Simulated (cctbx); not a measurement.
**Symmetry from intensities**

Cell: a = 4.6460 Å, b = 4.6460 Å, c = 7.1360 Å, α = 90.00°, β = 90.00°, γ = 120.00°. Expected content of the cell: Pb2 Lu1 Al2.

Simulated single-crystal data (cctbx): Mo Kα, λ = 0.71073 Å, to d = 0.84 Å, 70 % of the full sphere, strongest reflection 20000 counts, noise from counting, a 3 % proportional error and a noise floor of 15 counts (s.d.); no absorption.

A first pass over the reflections prints:

```text
667 reflections to d = 0.847 A
centring   violations  <I/sigma> of those
    A        301 of   327     22.3
    B        304 of   334     21.9
    C        311 of   341     22.1
    I        305 of   335     21.9
    R        423 of   455     21.5
    F        458 of   501     22.1
Laue class    unique    Rint  (classes that these axes allow; Friedel mates merged)
P -1              433   0.022
P 1 1 2/m         258   0.033
P -3              163   0.026
P -3 1 m          100   0.036
P -3 m 1          113   0.027
P 6/m              92   0.036
P 6/m m m          71   0.037
space group    extra absences  I>4sigma  <I/sigma>
P 6 2 2                 0          0         -  acentric
P 6 m m                 0          0         -  acentric
P -6 m 2                0          0         -  acentric
P -6 2 m                0          0         -  acentric
P 6/m m m               0          0         -  centric
Wilson B = 0.85 A^2   <|E^2-1|> = 0.598 (0.968 centric, 0.736 acentric)   E^2>4: 0.0 %
shell (A)         n   <I/sigma>
 7.14 - 1.44     18     47.1
 1.44 - 1.15     15     48.7
 1.15 - 1.00     14     60.7
 1.00 - 0.91     11     57.7
 0.91 - 0.85     13     57.1
```

Q: Read the symmetry from these tables.

Every centring test has many violations, so the lattice is primitive.

Rint stays low (0.022 to 0.037) up to P 6/m m m, the highest class in these axes.

5 settings pass the absence test. No glide or screw absences show, which leaves P 6 2 2, P 6 m m, P -6 m 2, P -6 2 m and P 6/m m m.

⟨|E²−1|⟩ = 0.598 leans to a non-centrosymmetric structure, or to twinning, which lowers it. Here that hint misleads, because twinning averages intensities and lowers the statistic. The Wilson B of 0.85 Å² means U ≈ 0.0108 Å².

The true group is P-3m1 (no. 164), Laue class -3m, centrosymmetric. It isn't in the list: the twinning raises the apparent Laue symmetry.

The crystal is twinned by the law (-1 1 0 0 1 0 0 0 -1) with a minor fraction of 0.47; Rint in the higher class falls towards the noise as the fraction nears 1/2.

This is a model crystal, built by substitution and not relaxed, with assumed displacement parameters.

[Logs are printed without paths, hosts, clocks, repeated set-up lines and the standing remarks that a program may print on its own settings, such as how far it seeks lower states.]
